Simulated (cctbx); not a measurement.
# Lattice, Laue class and space group of a new crystal

Cell: a = 9.5870 Å, b = 11.1630 Å, c = 5.6220 Å, α = 90.00°, β = 90.00°, γ = 90.00°. Expected content of the cell: Er8 Ge4 Mn12 Si16.

Simulated single-crystal data (cctbx): Mo Kα, λ = 0.71073 Å, to d = 0.84 Å, 80 % of the full sphere, strongest reflection 20000 counts, noise from counting, a 1.5 % proportional error and a noise floor of 4 counts (s.d.); no absorption.

Tests on the unmerged data give:

```text
3413 reflections to d = 0.841 A
centring   violations  <I/sigma> of those
    A        700 of  1675     10.0
    B        723 of  1714      9.6
    C        669 of  1717      9.5
    I          0 of  1714     -0.0
    R        947 of  2284     10.0
    F       1046 of  2553      9.7
Laue class    unique    Rint  (classes that these axes allow; Friedel mates merged)
I 1 2/m 1         560   0.019
I 1 1 2/m         585   0.019
I 2/m 1 1         565   0.020
I m m m           330   0.021
space group    extra absences  I>4sigma  <I/sigma>
I 2 2 2                 0          0         -  acentric
I 21 21 21              0          0         -  acentric
I m m 2                 0          0         -  acentric
I 2 m m                 0          0         -  acentric
I m 2 m                 0          0         -  acentric
I b a 2               107          0       0.1  acentric
I m a 2                48          0      -0.0  acentric
I b m 2                59          0       0.1  acentric
I 2 c m                48          0      -0.0  acentric
I c 2 m                59          0       0.1  acentric
I m m m                 0          0         -  centric
I b a m               107          0       0.1  centric
I b m m                59          0       0.1  centric
I c m m                59          0       0.1  centric
I m c m                48          0      -0.0  centric
I m a m                48          0      -0.0  centric
Wilson B = 0.23 A^2   <|E^2-1|> = 0.909 (0.968 centric, 0.736 acentric)   E^2>4: 2.8 %
shell (A)         n   <I/sigma>
 7.27 - 1.68     52     37.9
 1.68 - 1.33     42     44.8
 1.33 - 1.17     42     48.9
 1.17 - 1.06     39     30.7
 1.06 - 0.98     36     42.5
 0.98 - 0.93     33     48.5
 0.93 - 0.88     43     41.7
 0.88 - 0.84     43     34.8
```

**Question.** What are the lattice type, the Laue class and the likely space group?

The reflections that I centring forbids are absent (⟨I/σ⟩ near 0), so the lattice is I.

Rint stays low (0.019 to 0.021) up to I m m m, the highest class in these axes.

16 settings pass the absence test. The most absences obeyed, 107, belong to I b a 2 and I b a m, which absences can't tell apart.

⟨|E²−1|⟩ = 0.909 leans to a centrosymmetric structure. The Wilson B of 0.23 Å² means U ≈ 0.0029 Å².

The true group is Ibam (no. 72), Laue class mmm, centrosymmetric. The tables only narrow the choice to the tied entries; cell content, site symmetry and trial solutions must settle it.

The model is made up (kin elements in a known structure type, no relaxation), so it says nothing on whether the phase exists.

[Logs are printed without paths, hosts, clocks, repeated set-up lines and the standing remarks that a program may print on its own settings, such as how far it seeks lower states.]
